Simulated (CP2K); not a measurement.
Two runs for the C K edge of tetramethylsilane. Run A: CP2K XAS_TDP, all-electron GAPW, PBEh(45%), aug-pc-1, TDA, no relativity. Run B differs in one setting.

First lines with a strength over 0.0015. A:

| atom | energy (eV) | states | strength, one atom |
| --- | --- | --- | --- |
| C1 (bonded to Si and 3 H), 4 alike | 282.83 | 1 | 0.0028 |
|  | 283.63 | 2 | 0.0343 |
|  | 283.94 | 1 | 0.0016 |
|  | 284.30 | 2 | 0.0058 |
|  | 284.56 | 1 | 0.0021 |

B:

| atom | energy (eV) | states | strength, one atom |
| --- | --- | --- | --- |
| C1 (bonded to Si and 3 H), 4 alike | 288.64 | 1 | 0.0028 |
|  | 289.45 | 2 | 0.0336 |
|  | 289.75 | 1 | 0.0016 |
|  | 290.11 | 2 | 0.0057 |
|  | 290.38 | 1 | 0.0021 |

**Question.** Which was it: scalar relativity switched on, the functional, GW2X switched on, the basis?

GW2X switched on. GW2X shifts an atom's lines together and keeps their spacings. Against PBEh(45%) in aug-pc-1, the leading line moves by +5.82 eV, to 289.45 eV.

[Hosts, paths, dates, database ids (printed as entryN), source tags and the programs' standing remarks are cut or masked in the printed files.]
